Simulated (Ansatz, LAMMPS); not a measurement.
# Squeezing and shearing a frame of amorphous polyisobutylene (as short chains C22H46) from 500 K (204 atoms), part 2 of 3

How stiff is a frame of amorphous polyisobutylene (as short chains C22H46) from 500 K (204 atoms), and how do its levels respond to strain?

Ansatz 0.2.0; Kohn-Sham DFT, PBE+D4, PAW (set soft_2), plane waves.

The cell: 66 C and 138 H. The network of contacts between molecules at the start is that of the classical potential that made the cell. Sampling is at Γ alone.

So far. Step 2 (Single point at the start): The r.m.s. force at the start is 1.1 eV/Å. Step 3 (Cell and atoms relaxed): The relaxation converged after 40 steps, with a largest force component of 0.011 eV/Å.

## (4) Single point at the relaxed geometry

The electronic structure is read at the final geometry, in a run of its own.

The input, input.yaml:

```yaml
crystal:
  lattice:
    - [12.15248, 0.11228, -0.1002]
    - [0.11228, 12.19041, 0.12865]
    - [-0.1002, 0.12865, 11.70581]
  atoms:
    - { symbol: C, position: [0.27042, 0.34078, 0.13147] }
    - { symbol: C, position: [0.19781, 0.24088, 0.11779] }
    - { symbol: C, position: [0.11239, 0.2465, 0.01878] }
    - { symbol: C, position: [0.02409, 0.33531, 0.04067] }
    - { symbol: C, position: [0.16975, 0.27834, 0.9068] }
    - { symbol: C, position: [0.06092, 0.13264, 0.9964] }
    [... 192 atom lines left out ...]
    - { symbol: H, position: [0.68859, 0.78964, 0.64471] }
    - { symbol: H, position: [0.55898, 0.83658, 0.5883] }
    - { symbol: H, position: [0.67441, 0.82722, 0.49775] }
    - { symbol: H, position: [0.83033, 0.06197, 0.60484] }
    - { symbol: H, position: [0.82646, 0.94996, 0.51133] }
    - { symbol: H, position: [0.84871, 0.9264, 0.66008] }
kpoints:
  mp_grid: { grid: [1, 1, 1] }
hamiltonian:
  xc: pbe
  dispersion: d4
scf:
  occupations: { method: fixed }
output:
  forces: true
  stress: true
  populations: intrinsic
  dos:
    method: { smearing: { sigma: 0.1 } }
    de: 0.1
    projected: { site_lists: { C: [C], H: [H] } }
  eigenvalues: true
  write_density: true
  write_potential: true
  volumetric_format: npy
```

On the command line:

```console
$ ansatz run input.yaml --threads 4 --pin off --max-ram 8192MiB --backend cpu --events-out ev --progress --plain --runs-dir out
```

Numbers of over 12 decimals in the logs are rounded to 6 here.

The log of the run:

```text
[...]
Crystal: 204 atoms, lattice volume = 1733.668 Å³
Basis set: ecut = 420 eV, 33897 PW (Γ), exchange–correlation on 180×180×160 points (8 copies of the dense FFT grid, shifted against one another)
Bands: 405, of which v1, the nominal top of the filled ones, is band 201 counted from 1 (200 counted from 0)
Symmetry: 1 space group operations
[...]
k-points: 1
[...]
SCF iter   1: F=—  HF=-18794.508610 eV  |F-HF|=—  |Δ(HF+E_count)|=         —  Δρ=4.44e-3  dr2=3.32e-1  ethr=1.77e-3  ⟨swp⟩=4.0  Hψ=1400  notcnv=0  defer=196
[...]
SCF iter   8: F=-18794.519501 eV  HF=-18794.519501 eV  |F-HF|=3.40e-8  |Δ(HF+E_count)|=   4.00e-8  Δρ=1.51e-6  dr2=5.10e-8  ethr=2.49e-11  ⟨swp⟩=22.0  Hψ=3803  notcnv=0
SCF 1 converged in 8 iterations: F = -18794.519501 eV  dr2 = 5.10e-8
[...]
WARN: The input density's exchange-correlation potential varies sharply where the density is thin. Do not read a vacuum level from v_tot or v_xc, or from such a field of the output density. On a cell that repeats whose density bears no net charge and no dipole along the vacuum's axis use v_es (v_loc + v_h of the components); [...]
SCF converged after 8 iterations
Free energy (F): -18794.519501 eV
[...]
Internal energy: -18794.519501 eV  (E = F + TS)
E sigma→0 (E₀):  -18794.519501 eV
Fermi energy:    -1.558123 eV
[...]
--- Forces (eV/Å), atoms counted from 1 ---
  atom   1  C      0.00301168    -0.00106444     0.00078718
  atom   2  C     -0.00389529     0.00460400     0.00009809
  atom   3  C     -0.00275695     0.00265504    -0.00337081
  atom   4  C     -0.00117389    -0.00841662     0.00388972
  atom   5  C      0.00224363     0.00040826     0.00251765
  atom   6  C      0.00310618     0.00364837     0.00468599
  atom   7  C      0.00048569     0.00219830     0.00571979
  atom   8  C     -0.00209540    -0.00265002    -0.00744935
  atom   9  C     -0.00203470     0.00079729    -0.00079690
  atom  10  C     -0.00108187    -0.00130736    -0.00038772
  atom  11  C     -0.00016597    -0.00222595    -0.00198476
  atom  12  C      0.00317876    -0.00388180    -0.00090679
  atom  13  C     -0.00065239     0.00343248     0.00397118
  atom  14  C      0.00004897     0.00285371    -0.00146438
[...]
atom 203  H     -0.00118268     0.00071407     0.00097930
  atom 204  H     -0.00164986     0.00004530    -0.00157110
  max |Σ_I F_I| component: 4.24e-5 eV/Å
--- Stress (GPa, compression-positive) ---
        0.012908      -0.001503      -0.001304
       -0.001502       0.012670       0.000815
       -0.001303       0.000815      -0.009264
  P = ⅓ Tr σ = 0.0054 GPa (0.054 kbar)
--- Band table (eV) ---
[...]
--- intrinsic populations: 204 sites ---
  site symbol       q [e]
     0      C      4.5116
     1      C      4.2987
     2      C      3.9360
[...]
203      H      0.8447
  spilling = 0.000000 (of n_electrons = 402.000000)
```

Run time: 38 s. Hardware: 4 threads of Arm Neoverse V1, shared host; peak memory 2.2 GiB.

The program notes that the exchange-correlation potential is rough where the density is thin.

Numbers from this run:

* free energy: -18794.5195 eV
* free energy per atom: -92.1300 eV/atom
* SCF cycles: 8
* pressure: 0.005438 GPa
* r.m.s. force component: 0.00244 eV/Å
* longest force: 0.01309 eV/Å
* Fermi energy: -1.558 eV
* gap (highest filled to lowest empty level): 5.434 eV

## (5) Volume -3 %

The relaxed cell is scaled evenly and the atoms are relaxed again; the stress at the end gives one point of P(V).

input.yaml, the sections that differ from step 4:

```yaml
crystal:
  lattice:
    - [12.02972, 0.11115, -0.09919]
    - [0.11115, 12.06727, 0.12735]
    - [-0.09919, 0.12735, 11.58756]
  atoms:
    [... the 204 atom lines of step 4 ...]
output:
  forces: true
  eigenvalues: true
  stress: true
relax:
  f_tol: 0.05
  max_steps: 70
# kpoints, hamiltonian, scf: as in step 4
```

The log of the run:

```text
Warning: output.stress: scf.convergence.dr2_threshold = 1e-7 eV (the SCF's general default) is looser than the 1.08e-8 eV advised for a printed stress (1e-10 eV for each atom of the cell: 204, of which 108 are counted). What an SCF threshold leaves in a stress goes as its square root, and in the free energy as the threshold itself, and one threshold admits the most on a small cell: [...]
[...]
Crystal: 204 atoms, lattice volume = 1681.659 Å³
Basis set: ecut = 420 eV, 32887 PW (Γ), exchange–correlation on 162×162×160 points (8 copies of the dense FFT grid, shifted against one another)
Bands: 405, of which v1, the nominal top of the filled ones, is band 201 counted from 1 (200 counted from 0)
Symmetry: 1 space group operations
[...]
k-points: 1
[...]
SCF iter   1: F=—  HF=-18793.995719 eV  |F-HF|=—  |Δ(HF+E_count)|=         —  Δρ=4.67e-3  dr2=3.46e-1  ethr=1.77e-3  ⟨swp⟩=4.0  Hψ=1404  notcnv=0  defer=196
[...]
SCF iter   5: F=—  HF=-18793.997347 eV  |F-HF|=—  |Δ(HF+E_count)|=   3.38e-4  Δρ=5.18e-5  dr2=6.36e-5  ethr=1.13e-7  ⟨swp⟩=2.0  Hψ=412  notcnv=0  defer=202
SCF iter   6: F=-18793.997339 eV  HF=-18793.997340 eV  |F-HF|=1.56e-6  |Δ(HF+E_count)|=   6.47e-6  Δρ=1.39e-5  dr2=3.82e-6  ethr=1.55e-8  ⟨swp⟩=17.0  Hψ=2837  notcnv=0
SCF 1 converged in 6 iterations: F = -18793.997339 eV  dr2 = 3.82e-6
[...]
relax step   1: F+E_penalty+E_count = -18793.99733862 eV  Δ(F+E_penalty+E_count) = +0.000e0 eV  max|allowed force component| = 3.653e-1 eV/Å  Δτ_max = 0.0000 Å  (6 SCF iters, dr2 threshold 6.25e-5 eV, accepted)
[...]
relax step   2: F+E_penalty+E_count = -18794.44193854 eV  Δ(F+E_penalty+E_count) = -4.446e-1 eV  max|allowed force component| = 1.162e-1 eV/Å  Δτ_max = 0.0424 Å  (6 SCF iters, dr2 threshold 8.34e-6 eV, accepted)
[...]
relax step   3: F+E_penalty+E_count = -18794.48624392 eV  Δ(F+E_penalty+E_count) = -4.431e-2 eV  max|allowed force component| = 5.554e-2 eV/Å  Δτ_max = 0.0382 Å  (8 SCF iters, accepted)
[...]
relax step   4: F+E_penalty+E_count = -18794.49467986 eV  Δ(F+E_penalty+E_count) = -8.436e-3 eV  max|allowed force component| = 4.672e-2 eV/Å  Δτ_max = 0.0304 Å  (7 SCF iters, accepted)
SCF converged after 7 iterations
Free energy (F): -18794.494680 eV
[...]
Internal energy: -18794.494680 eV  (E = F + TS)
E sigma→0 (E₀):  -18794.494680 eV
Fermi energy:    -1.396312 eV
[...]
Σ components = -18794.494680   (vs F -18794.494680, Δ=0.00e0)
--- Forces (eV/Å), atoms counted from 1 ---
  atom   1  C     -0.01054047    -0.00151718    -0.01645857
  atom   2  C     -0.00995251    -0.00683965     0.00147869
  atom   3  C     -0.00305166     0.00744735     0.00242610
  atom   4  C      0.01151812    -0.00549782    -0.00124817
[...]
atom 204  H      0.00069539     0.00116568    -0.00200472
  max |Σ_I F_I| component: 1.18e-4 eV/Å
--- Stress (GPa, compression-positive) ---
        0.186332       0.024329      -0.005567
        0.024329       0.190616       0.004132
       -0.005567       0.004132       0.142761
  P = ⅓ Tr σ = 0.1732 GPa (1.732 kbar)
--- Band table (eV) ---
[...]
--- Relaxed structure (4 steps of the walk, 4 accepted, 0 SCFs on fresh bases) ---
  F+E_penalty+E_count = -18794.49467986 eV   max|allowed force component| = 4.672e-2 eV/Å
  atoms:
    - { symbol: C, position: [0.269734, 0.343054, 0.134222] }
    - { symbol: C, position: [0.196258, 0.242542, 0.118967] }
    - { symbol: C, position: [0.111265, 0.248611, 0.017846] }
    - { symbol: C, position: [0.021602, 0.337986, 0.039261] }
[...]
- { symbol: H, position: [0.850751, 0.925931, 0.658712] }
```

Run time: 2.2 min. Hardware: 4 threads; peak memory 2.1 GiB; 8.4 min of CPU time.

The program notes that the SCF threshold is loose for the stress.

The relaxation converged after 4 steps, 0.497 eV below its start, with a largest force component of 0.047 eV/Å.

Volume -3 %: the energy stands 0.0248 eV above that of the reference, at a pressure of 0.173 GPa.

## (6) Volume +3 %

The relaxed cell is scaled to another volume.

input.yaml, the sections that differ from step 5:

```yaml
crystal:
  lattice:
    - [12.27281, 0.11339, -0.10119]
    - [0.11339, 12.31111, 0.12992]
    - [-0.10119, 0.12992, 11.82172]
  atoms:
    [... the 204 atom lines of step 4 ...]
# kpoints, hamiltonian, scf, output, relax: as in step 5
```

The log of the run:

```text
[...]
Crystal: 204 atoms, lattice volume = 1785.678 Å³
Basis set: ecut = 420 eV, 34941 PW (Γ), exchange–correlation on 180×180×160 points (8 copies of the dense FFT grid, shifted against one another)
Bands: 405, of which v1, the nominal top of the filled ones, is band 201 counted from 1 (200 counted from 0)
Symmetry: 1 space group operations
[...]
k-points: 1
[...]
SCF iter   1: F=—  HF=-18794.030152 eV  |F-HF|=—  |Δ(HF+E_count)|=         —  Δρ=4.23e-3  dr2=3.19e-1  ethr=1.77e-3  ⟨swp⟩=4.0  Hψ=1399  notcnv=0  defer=197
[...]
SCF iter   5: F=—  HF=-18794.047390 eV  |F-HF|=—  |Δ(HF+E_count)|=   3.34e-4  Δρ=5.57e-5  dr2=8.09e-5  ethr=1.27e-7  ⟨swp⟩=2.0  Hψ=412  notcnv=0  defer=202
SCF iter   6: F=-18794.047377 eV  HF=-18794.047380 eV  |F-HF|=2.03e-6  |Δ(HF+E_count)|=   1.09e-5  Δρ=1.43e-5  dr2=4.53e-6  ethr=1.55e-8  ⟨swp⟩=16.0  Hψ=2962  notcnv=0
SCF 1 converged in 6 iterations: F = -18794.047377 eV  dr2 = 4.53e-6
[...]
relax step   1: F+E_penalty+E_count = -18794.04737750 eV  Δ(F+E_penalty+E_count) = +0.000e0 eV  max|allowed force component| = 3.402e-1 eV/Å  Δτ_max = 0.0000 Å  (6 SCF iters, dr2 threshold 6.25e-5 eV, accepted)
[...]
relax step   2: F+E_penalty+E_count = -18794.45430715 eV  Δ(F+E_penalty+E_count) = -4.069e-1 eV  max|allowed force component| = 1.079e-1 eV/Å  Δτ_max = 0.0430 Å  (6 SCF iters, dr2 threshold 7.23e-6 eV, accepted)
[...]
relax step   3: F+E_penalty+E_count = -18794.49320602 eV  Δ(F+E_penalty+E_count) = -3.890e-2 eV  max|allowed force component| = 5.211e-2 eV/Å  Δτ_max = 0.0386 Å  (8 SCF iters, accepted)
[...]
relax step   4: F+E_penalty+E_count = -18794.50106335 eV  Δ(F+E_penalty+E_count) = -7.857e-3 eV  max|allowed force component| = 2.251e-2 eV/Å  Δτ_max = 0.0280 Å  (7 SCF iters, accepted)
SCF converged after 7 iterations
Free energy (F): -18794.501063 eV
[...]
Internal energy: -18794.501063 eV  (E = F + TS)
E sigma→0 (E₀):  -18794.501063 eV
Fermi energy:    -1.707619 eV
[...]
Σ components = -18794.501063   (vs F -18794.501063, Δ=0.00e0)
--- Forces (eV/Å), atoms counted from 1 ---
  atom   1  C      0.01463646     0.01214336     0.01604905
  atom   2  C      0.00651496    -0.00425994    -0.00653171
  atom   3  C     -0.00122192    -0.00370046    -0.00396413
  atom   4  C     -0.00888942     0.00861796     0.00230270
[...]
atom 204  H     -0.00173419    -0.00004770     0.00012566
  max |Σ_I F_I| component: 1.20e-4 eV/Å
--- Stress (GPa, compression-positive) ---
       -0.133788      -0.000182      -0.006474
       -0.000182      -0.117831       0.014243
       -0.006473       0.014243      -0.143157
  P = ⅓ Tr σ = -0.1316 GPa (-1.316 kbar)
--- Band table (eV) ---
[...]
--- Relaxed structure (4 steps of the walk, 4 accepted, 0 SCFs on fresh bases) ---
  F+E_penalty+E_count = -18794.50106335 eV   max|allowed force component| = 2.251e-2 eV/Å
  atoms:
    - { symbol: C, position: [0.266281, 0.341023, 0.132771] }
    - { symbol: C, position: [0.196473, 0.240612, 0.118750] }
    - { symbol: C, position: [0.112018, 0.244863, 0.020511] }
    - { symbol: C, position: [0.023722, 0.332167, 0.041417] }
[...]
- { symbol: H, position: [0.846556, 0.925534, 0.659862] }
```

Elapsed: 2.3 min, on 4 threads; peak memory 2.2 GiB.

The relaxation converged after 4 steps, 0.454 eV below its start, with a largest force component of 0.023 eV/Å.

Volume +3 %: the energy stands 0.0184 eV above that of the reference, at a pressure of -0.132 GPa.

## (7) Volume -6 %

The relaxed cell is scaled to another volume.

Input and log are left out; they have the form of those shown for this kind of step.

Run time: 2.6 min. Hardware: 4 threads of Arm Neoverse V1, shared host; peak memory 2 GiB; 10 min of CPU time.

The relaxation converged after 5 steps, 2.07 eV below its start, with a largest force component of 0.018 eV/Å.

Volume -6 %: the energy stands 0.116 eV above that of the reference, at a pressure of 0.401 GPa.

## (8) Volume +6 %

The relaxed cell is scaled to another volume.

Input and log are left out; they have the form of those shown for this kind of step.

It took 2.6 min on 4 threads of Arm Neoverse V1, shared host; peak memory 2.3 GiB.

The relaxation converged after 5 steps, 1.75 eV below its start, with a largest force component of 0.018 eV/Å.

Volume +6 %: the energy stands 0.0773 eV above that of the reference, at a pressure of -0.210 GPa.

## (9) Volume -10 %

The relaxed cell is scaled to another volume.

Input and log are left out; they have the form of those shown for this kind of step.

Run time: 3 min. Hardware: 4 threads of Arm Neoverse V1, shared host; peak memory 2 GiB; 12 min of CPU time.

The relaxation converged after 6 steps, 6.07 eV below its start, with a largest force component of 0.022 eV/Å.

Volume -10 %: the energy stands 0.369 eV above that of the reference, at a pressure of 0.833 GPa.

## (10) Stretched by 1 % along x

The relaxed cell is strained along x alone, which gives the stiffness along x and its coupling to y and z.

input.yaml, the sections that differ from step 6:

```yaml
crystal:
  lattice:
    - [12.274, 0.11228, -0.1002]
    - [0.1134, 12.19041, 0.12865]
    - [-0.1012, 0.12865, 11.70581]
  atoms:
    [... the 204 atom lines of step 4 ...]
# kpoints, hamiltonian, scf, output, relax: as in step 6
```

The log of the run:

```text
[...]
Crystal: 204 atoms, lattice volume = 1751.004 Å³
Basis set: ecut = 420 eV, 34243 PW (Γ), exchange–correlation on 180×180×160 points (8 copies of the dense FFT grid, shifted against one another)
Bands: 405, of which v1, the nominal top of the filled ones, is band 201 counted from 1 (200 counted from 0)
Symmetry: 1 space group operations
[...]
k-points: 1
[...]
SCF iter   1: F=—  HF=-18794.386416 eV  |F-HF|=—  |Δ(HF+E_count)|=         —  Δρ=4.36e-3  dr2=3.28e-1  ethr=1.77e-3  ⟨swp⟩=4.0  Hψ=1400  notcnv=0  defer=196
[...]
SCF iter   6: F=-18794.399974 eV  HF=-18794.399976 eV  |F-HF|=1.97e-6  |Δ(HF+E_count)|=   9.73e-6  Δρ=1.43e-5  dr2=4.34e-6  ethr=1.55e-8  ⟨swp⟩=17.0  Hψ=2833  notcnv=0
SCF 1 converged in 6 iterations: F = -18794.399974 eV  dr2 = 4.34e-6
[...]
relax step   1: F+E_penalty+E_count = -18794.39997396 eV  Δ(F+E_penalty+E_count) = +0.000e0 eV  max|allowed force component| = 3.466e-1 eV/Å  Δτ_max = 0.0000 Å  (6 SCF iters, dr2 threshold 6.25e-5 eV, accepted)
[...]
relax step   2: F+E_penalty+E_count = -18794.50034554 eV  Δ(F+E_penalty+E_count) = -1.004e-1 eV  max|allowed force component| = 1.877e-1 eV/Å  Δτ_max = 0.0457 Å  (6 SCF iters, dr2 threshold 7.51e-6 eV, accepted)
[...]
relax step   3: F+E_penalty+E_count = -18794.51726138 eV  Δ(F+E_penalty+E_count) = -1.692e-2 eV  max|allowed force component| = 3.135e-2 eV/Å  Δτ_max = 0.0247 Å  (7 SCF iters, accepted)
SCF converged after 7 iterations
Free energy (F): -18794.517261 eV
[...]
Internal energy: -18794.517261 eV  (E = F + TS)
E sigma→0 (E₀):  -18794.517261 eV
Fermi energy:    -1.609405 eV
[...]
--- Forces (eV/Å), atoms counted from 1 ---
  atom   1  C     -0.00752693     0.00301117    -0.00096118
  atom   2  C     -0.00003763    -0.00214643     0.01279017
  atom   3  C     -0.00120638    -0.00847219    -0.00833931
  atom   4  C      0.00400927     0.00842247     0.00301697
  atom   5  C     -0.00867642     0.00128160    -0.00493248
  atom   6  C      0.00190616     0.00326002     0.00475419
  atom   7  C      0.00369737    -0.00211876    -0.01210267
  atom   8  C      0.00162735     0.00530379     0.00909815
  atom   9  C      0.01655337    -0.00792451    -0.00499829
  atom  10  C     -0.00720053    -0.00506622     0.01402838
  atom  11  C      0.01030548     0.01401563    -0.02201865
  atom  12  C     -0.00212101     0.00458192     0.01154793
  atom  13  C      0.00113492    -0.00108718     0.00165544
  atom  14  C     -0.00134953    -0.00242543     0.01244207
[...]
atom 203  H      0.00142741    -0.00134116    -0.00085496
  atom 204  H      0.00101734    -0.00161504     0.00068634
  max |Σ_I F_I| component: 2.39e-5 eV/Å
--- Stress (GPa, compression-positive) ---
       -0.066306      -0.002091      -0.008414
       -0.002090      -0.028728      -0.000007
       -0.008414      -0.000007      -0.053209
  P = ⅓ Tr σ = -0.0494 GPa (-0.494 kbar)
--- Band table (eV) ---
[...]
--- Relaxed structure (3 steps of the walk, 3 accepted, 0 SCFs on fresh bases) ---
  F+E_penalty+E_count = -18794.51726138 eV   max|allowed force component| = 3.135e-2 eV/Å
  atoms:
    - { symbol: C, position: [0.267532, 0.341682, 0.132952] }
    - { symbol: C, position: [0.196212, 0.241417, 0.118548] }
    - { symbol: C, position: [0.111813, 0.246903, 0.019375] }
    - { symbol: C, position: [0.024144, 0.335477, 0.041085] }
[...]
- { symbol: H, position: [0.846989, 0.926344, 0.659416] }
```

It took 96 s on 4 threads; peak memory 2.2 GiB.

The relaxation converged after 3 steps, 0.117 eV below its start, with a largest force component of 0.031 eV/Å.

Stretched by 1 % along x: the energy stands 0.00224 eV above that of the reference, at a pressure of -0.0494 GPa.

[end of part 2 of 3]

[Logs are printed without paths, hosts, clocks, repeated set-up lines and the standing remarks that a program may print on its own settings, such as how far it seeks lower states.]

[Hosts, paths, dates, database ids (printed as entryN), source tags and the programs' standing remarks are cut or masked in the printed files.]
